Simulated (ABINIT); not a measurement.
# Ba2TaBiO6 (R-3): G0W0 with ABINIT, start to end, part 2 of 2

How does a plane-wave GW calculation on Ba2TaBiO6 (R-3) run from the first input to the gap?

ABINIT 10.8.3; LDA and many-body steps on it, plane waves. Known limits of the many-body steps: not at the basis limit; no spin-orbit coupling; coarse k mesh.

So far. Step 2 (Ground state): The gap is indirect, with the least direct gap 0.03 eV higher. Step 3 (Empty states on the mesh, 2×2×2 mesh, 191 bands): On this mesh the gap is 2.549 eV.

## Step 4: Screening, 2×2×2 mesh, 175 bands, screening to 108.8 eV

The RPA dielectric matrix is built and inverted for each q.

This step: RPA screening on LDA, plane waves, norm-conserving pseudopotentials.

Input file run.abi:

```
acell 3*1.0 Angstrom
rprim 
  3.075626834241 1.775713980676 4.956223105800
  -3.075626834241 1.775713980676 4.956223105800
  0.000000000000 -3.551427961352 4.956223105800
ntypat 4
znucl 56 73 83 8
natom 10
typat 1 1 2 3 4 4 4 4 4 4
xred 
  0.748816000000 0.748816000000 0.748816000000
  0.251184000000 0.251184000000 0.251184000000
  0.500000000000 0.500000000000 0.500000000000
  0.000000000000 0.000000000000 0.000000000000
  0.725510000000 0.218856000000 0.322035000000
  0.218856000000 0.322035000000 0.725510000000
  0.322035000000 0.725510000000 0.218856000000
  0.274490000000 0.781144000000 0.677965000000
  0.677965000000 0.274490000000 0.781144000000
  0.781144000000 0.677965000000 0.274490000000
pp_dirpath "pseudos"
pseudos "Ba.upf, Ta.upf, Bi.upf, O.upf"
ecut 62
ngkpt 2 2 2
nshiftk 1
shiftk 0 0 0
kptopt 1
chksymbreak 0
istwfk *1
occopt 1
irdwfk 1
optdriver 3
nband 175
ecuteps 4
inclvkb 2
awtr 1
symchi 1
indata_prefix "in"
outdata_prefix "out"
tmpdata_prefix "tmp"
```

Started as:

```
$ OMP_NUM_THREADS=1 mpirun -n 4 abinit run.abi > log
```

Numbers of over 12 decimals in the logs are rounded to 6 here.

What it wrote:

```text
.Version 10.8.3 of ABINIT. v10.8.2 released Aug 2026.

 Symmetries : space group R-3 (#148); Bravais hR (rhombohedral)
[... echo of the input left out ...]
== DATASET  1 ==================================================================
-   mpi_nproc: 4, omp_nthreads: 1 (-1 if OMP is not activated)

--- !DatasetInfo
iteration_state: {dtset: 1, }
dimensions: {natom: 10, nkpt: 4, mband: 175, nsppol: 1, nspinor: 1, nspden: 1, mpw: 25587, }
cutoff_energies: {ecut:  62.0, pawecutdg:  -1.0, }
electrons: {nelect:   1.06000000E+02, charge:   0.00000000E+00, occopt:   1.00000000E+00, tsmear:   1.00000000E-02, }

 SCREENING: Calculation of the susceptibility and dielectric matrices

 Based on a program developped by R.W. Godby, V. Olevano, G. Onida, and L. Reining.
 Incorporated in ABINIT by V. Olevano, G.-M. Rignanese, and M. Torrent.
.Using double precision arithmetic ; gwpc =  8

[... cell and pseudopotentials left out ...]
--------------------------------------------------------------------------------

 ==== K-mesh for the wavefunctions ====
 Number of points in the irreducible wedge :     4
[... list of points left out ...]
 Together with  6 symmetry operations and time-reversal symmetry
 yields     8 points in the full Brillouin Zone.

 ==== Q-mesh for the screening function ====
 Number of points in the irreducible wedge :     4
[... list of points left out ...]
 Together with  6 symmetry operations and time-reversal symmetry
 yields     8 points in the full Brillouin Zone.

 setmesh: FFT mesh size selected  =    54x   54x   54
          total number of points  =       157464

 vcoul_init : cutoff-mode = AUXILIARY_FUNCTION
 q-points for optical limit:   1
     1)      0.000010    0.000020    0.000030

- screening: taking advantage of time-reversal symmetry
- Maximum band index for partially occupied states nbvw = 53
- Remaining bands to be divided among processors   nbcw = 122
- Number of bands treated by each node ~30

 Number of electrons calculated from density =  106.0000; Expected =  106.0000
 average of density, n =  0.096716
 r_s =    1.3515
 omega_plasma =   29.9989 [eV]

 calculating chi0 at frequencies [eV] :
  1    0.000000E+00    0.000000E+00
  2    0.000000E+00    2.999894E+01

--------------------------------------------------------------------------------
  q-point number  1        q = ( 0.000000, 0.000000, 0.000000) [r.l.u.]
--------------------------------------------------------------------------------
[... chi0 elements left out ...]
 For q-point:  0.000010 0.000020 0.000030
  dielectric constant =   6.6242
  dielectric constant without local fields =   7.1929

  Average fulfillment of the sum rule on Im[epsilon] for q-point    1 :     48.51  [%]
[... wings left out ...]
  q-point number  2        q = ( 0.500000, 0.000000, 0.000000) [r.l.u.]
--------------------------------------------------------------------------------
[... chi0 elements left out ...]
  Average fulfillment of the sum rule on Im[epsilon] for q-point    2 :     54.62  [%]

 [... 2 further q-points ...]
```

Elapsed: 7 min, on 4 MPI ranks of Intel Xeon Platinum 8124M at 3.00GHz (Skylake/Cascade Lake), shared host; peak memory 6.1 GiB; 28 min of CPU time.

This step gave:

- ε∞ with local fields, on this mesh, along the program's q direction: 6.624
- the same without local fields: 7.193
- plasma frequency: 30.00 eV
- plane waves in the screening matrix: 411

Local fields lower ε∞ by 8 %. On a Γ-centred mesh this coarse the value itself is usually too large, while a short band sum pulls it down.

## Step 5: Self-energy, 2×2×2 mesh, 175 bands, screening to 108.8 eV

The self-energy is evaluated for the states that the input lists, and the levels follow from it, in one-shot runs by the linearised quasiparticle equation.

This step: G0W0 on LDA, plane waves, norm-conserving pseudopotentials.

run.abi: that of step 4 with these lines changed.

```diff
@@ -31,8 +31,19 @@
 irdwfk 1
-optdriver 3
+optdriver 4
 nband 175
+gwcalctyp 0
+ecutsigx 62
+symsigma 1
+nkptgw 3
+kptgw 
+  0.5000000000 0.5000000000 0.5000000000
+  0.5000000000 0.0000000000 0.0000000000
+  0.0000000000 0.0000000000 0.0000000000
+bdgw 
+  52 56
+  52 55
+  51 55
 ecuteps 4
-inclvkb 2
-awtr 1
-symchi 1
+irdscr 1
+ppmodel 1
 indata_prefix "in"
```

What it wrote:

```text
.Version 10.8.3 of ABINIT. v10.8.2 released Aug 2026.

 Symmetries : space group R-3 (#148); Bravais hR (rhombohedral)
[... echo of the input left out ...]
== DATASET  1 ==================================================================
-   mpi_nproc: 4, omp_nthreads: 1 (-1 if OMP is not activated)

--- !DatasetInfo
iteration_state: {dtset: 1, }
dimensions: {natom: 10, nkpt: 4, mband: 175, nsppol: 1, nspinor: 1, nspden: 1, mpw: 25587, }
cutoff_energies: {ecut:  62.0, pawecutdg:  -1.0, }
electrons: {nelect:   1.06000000E+02, charge:   0.00000000E+00, occopt:   1.00000000E+00, tsmear:   1.00000000E-02, }

 SIGMA: Calculation of the GW corrections

 Based on a program developped by R.W. Godby, V. Olevano, G. Onida, and L. Reining.
 Incorporated in ABINIT by V. Olevano, G.-M. Rignanese, and M. Torrent.
.Using double precision arithmetic ; gwpc =  8

[... cell and pseudopotentials left out ...]
--------------------------------------------------------------------------------

 ==== K-mesh for the wavefunctions ====
 Number of points in the irreducible wedge :     4
[... list of points left out ...]
 Together with  6 symmetry operations and time-reversal symmetry
 yields     8 points in the full Brillouin Zone.

 ==== Q-mesh for screening function ====
 Number of points in the irreducible wedge :     4
[... list of points left out ...]
 Together with  6 symmetry operations and time-reversal symmetry
 yields     8 points in the full Brillouin Zone.

 vcoul_init : cutoff-mode = AUXILIARY_FUNCTION
 q-points for optical limit:   1
     1)      0.000010    0.000020    0.000030
 setmesh: FFT mesh size selected  =    81x   81x   81
          total number of points  =       531441

 Number of electrons calculated from density =  106.0000; Expected =  106.0000
 average of density, n =  0.096716
 r_s =    1.3515
 omega_plasma =   29.9989 [eV]

 === KS Band Gaps ===
  >>>> For spin  1
   Minimum direct gap =   2.5771 [eV], located at k-point      :   0.5000  0.0000  0.0000
   Fundamental gap    =   2.5491 [eV], Top of valence bands at :   0.5000  0.5000  0.5000
                                       Bottom of conduction at :   0.5000  0.0000  0.0000
 SIGMA fundamental parameters:
 PLASMON POLE MODEL  1
 number of plane-waves for SigmaX                25587
 number of plane-waves for SigmaC and W            411
 number of plane-waves for wavefunctions         25587
 number of bands                                   175
 number of independent spin polarizations            1
 number of spinorial components                      1
 number of k-points in IBZ                           4
 number of q-points in IBZ                           4
 number of symmetry operations                       6
 number of k-points in BZ                            8
 number of q-points in BZ                            8
 number of frequencies for dSigma/dE                 9
 frequency step for dSigma/dE [eV]                0.25
 number of omega for Sigma on real axis              0
 max omega for Sigma on real axis  [eV]           0.00
 zcut for avoiding poles [eV]                     0.10

 EPSILON^-1 parameters (SCR file):
 dimension of the eps^-1 matrix on file            411
 dimension of the eps^-1 matrix used               411
 number of plane-waves for wavefunctions         25587
 number of bands                                   175
 number of q-points in IBZ                           4
 number of frequencies                               2
 number of real frequencies                          1
 number of imag frequencies                          1

 matrix elements of self-energy operator (all in [eV])

 Perturbative Calculation

--- !SelfEnergy_ee
iteration_state: {dtset: 1, }
kpoint     : [   0.500,    0.500,    0.500, ]
spin       : 1
KS_gap     :    2.682
QP_gap     :    3.486
Delta_QP_KS:    0.804
data: !SigmaeeData |
     Band     E0 <VxcDFT>   SigX SigC(E0)      Z dSigC/dE  Sig(E)    E-E0       E
       52   4.962 -18.586 -23.417   5.006   0.770  -0.299 -18.451   0.135   5.097
       53   6.493 -20.412 -23.480   3.713   0.791  -0.264 -19.902   0.510   7.003
       54   9.175 -15.195 -10.580  -3.029   0.828  -0.208 -13.882   1.313  10.488
       55   9.631 -15.656 -11.060  -2.963   0.827  -0.210 -14.307   1.349  10.980
       56   9.631 -15.656 -11.060  -2.963   0.827  -0.210 -14.307   1.349  10.980

--- !SelfEnergy_ee
iteration_state: {dtset: 1, }
kpoint     : [   0.500,    0.000,    0.000, ]
spin       : 1
KS_gap     :    2.577
QP_gap     :    3.378
Delta_QP_KS:    0.801
data: !SigmaeeData |
     Band     E0 <VxcDFT>   SigX SigC(E0)      Z dSigC/dE  Sig(E)    E-E0       E
       52   5.236 -18.788 -23.488   4.917   0.771  -0.297 -18.621   0.168   5.404
       53   6.465 -20.392 -23.458   3.706   0.792  -0.263 -19.885   0.506   6.971
       54   9.042 -15.276 -10.735  -2.964   0.829  -0.206 -13.968   1.308  10.350
       55   9.408 -15.548 -10.889  -3.053   0.826  -0.210 -14.220   1.328  10.736

--- !SelfEnergy_ee
iteration_state: {dtset: 1, }
kpoint     : [   0.000,    0.000,    0.000, ]
spin       : 1
KS_gap     :    3.947
QP_gap     :    5.000
Delta_QP_KS:    1.053
data: !SigmaeeData |
     Band     E0 <VxcDFT>   SigX SigC(E0)      Z dSigC/dE  Sig(E)    E-E0       E
       51   5.312 -18.813 -23.513   4.919   0.771  -0.297 -18.644   0.169   5.481
       52   5.312 -18.813 -23.513   4.919   0.771  -0.297 -18.644   0.169   5.481
       53   5.708 -19.360 -23.390   4.442   0.777  -0.287 -19.040   0.321   6.028
       54   9.655 -13.384  -8.865  -2.871   0.834  -0.199 -12.010   1.374  11.029
       55   9.838 -16.696 -11.919  -3.202   0.817  -0.225 -15.410   1.286  11.124

== END DATASET(S) ==============================================================
================================================================================

 -outvars: echo values of variables after computation  --------
           etotal      0.0000000000E+00
            nband         175
             nkpt           4
          spgroup         148
 [... the other variables as echoed above ...]

 Calculation completed.
```

The job ended after 76 s (4 MPI ranks; peak memory 3.6 GiB; 5 min of CPU time).

This step gave:

```
G0W0 gap on the points computed              : 3.347 eV
starting gap on the mesh                     : 2.549 eV
k of the valence top                         : 0.5, 0.5, 0.5
k of the conduction bottom                   : 0.5, 0, 0
Z at the valence top                         : 0.791
Z at the conduction bottom                   : 0.829
least direct G0W0 gap on the computed points : 3.379 eV
```

The gap on the mesh goes from 2.55 eV to 3.35 eV, a correction of +0.80 eV.

Limits: finite bands, cutoff and mesh; no spin-orbit coupling; coarse k mesh. v1 is the top filled band, c1 the lowest empty one. Levels before and after the correction, in eV, zero at the valence-band top of each column:

```
           conduction bottom  valence top
Kohn-Sham               2.55         0.00
     G0W0               3.35         0.00
```

```
                         level  energy (eV)
Kohn-Sham     (0.5 0.5 0.5) v2       -1.531
Kohn-Sham     (0.5 0.5 0.5) v1        0.000
Kohn-Sham     (0.5 0.5 0.5) c1        2.682
Kohn-Sham  (0.5 0.5 0.5) c2-c3        3.138
Kohn-Sham         (0.5 0 0) v2       -1.257
Kohn-Sham         (0.5 0 0) v1       -0.028
Kohn-Sham         (0.5 0 0) c1        2.549
Kohn-Sham         (0.5 0 0) c2        2.915
     G0W0     (0.5 0.5 0.5) v2       -1.906
     G0W0     (0.5 0.5 0.5) v1        0.000
     G0W0     (0.5 0.5 0.5) c1        3.485
     G0W0  (0.5 0.5 0.5) c2-c3        3.977
     G0W0         (0.5 0 0) v2       -1.599
     G0W0         (0.5 0 0) v1       -0.032
     G0W0         (0.5 0 0) c1        3.347
     G0W0         (0.5 0 0) c2        3.733
```

## Step 6: Where the time went

Times are wall times on 4 MPI ranks of Intel Xeon Platinum 8124M at 3.00GHz (Skylake/Cascade Lake), shared host, good to a factor of about two.

```
                    step     time  share  memory (GiB)
            ground state   23 min   60 %           1.3
empty states on the mesh  7.1 min   18 %          0.97
               screening    7 min   18 %           6.1
             self-energy     76 s    3 %           3.6
```

## Step 7: Results

```yaml
lda_gap: 2.55 eV, indirect (only 28 meV under the direct gap)
g0w0_gap_on_the_mesh: 3.35 eV
gw_settings: 2×2×2 mesh, 175 bands, screening to 108.8 eV, Godby-Needs plasmon pole
known_limits: not at the basis limit; no spin-orbit coupling; coarse k mesh
```

In words: G0W0 moves the gap on the mesh from 2.55 eV to 3.35 eV (+0.80 eV), with Z of 0.79 and 0.83 at the edges. Local fields lower the RPA ε∞ on this mesh from 7.19 to 6.62; a Γ-centred mesh this coarse tends to raise both, most where the direct gap is narrow, while a short band sum lowers them. Only 3 of the mesh's irreducible points were corrected, so a valley elsewhere could overtake. The dearest step here is «ground state». Bands and cutoff are finite, so the gap is not at the basis limit. The miss can reach some tenths of an eV and take either sign; the mesh is an error of its own. In the G0W0 run levels were corrected at 3 k points alone, so a gap called «on the mesh» is the least over those, and an edge elsewhere would be missed. The 2×2×2 mesh is coarse for this cell, which bears on the long-range parts of exchange and screening. Where an edge is built on 6p states of lead, bismuth or thallium, scalar-relativistic gaps usually stand too wide, by a few tenths to over one eV. The many-body steps are scalar-relativistic: spin-orbit coupling is not in them.

[Paths, hosts, dates, memory and timing lines, banners, echoed tables and standing remarks are left out of the program output.]

[Logs are printed without paths, hosts, clocks, repeated set-up lines and the standing remarks that a program may print on its own settings, such as how far it seeks lower states.]

[Runs of the session that timed out or met a known fault of the program may be left out.]

[Hosts, paths, dates, database ids (printed as entryN), source tags and the programs' standing remarks are cut or masked in the printed files.]

[G0W0 gaps are taken among the corrected bands and points alone; a level outside them can change the order at an edge.]

[Where Ansatz stands beside ABINIT at settings called matched, ABINIT's density can come from a denser mesh and the files from another edition; pairs whose starting gaps differed by over 0.03 eV were left out, so agreement reads better than it is.]
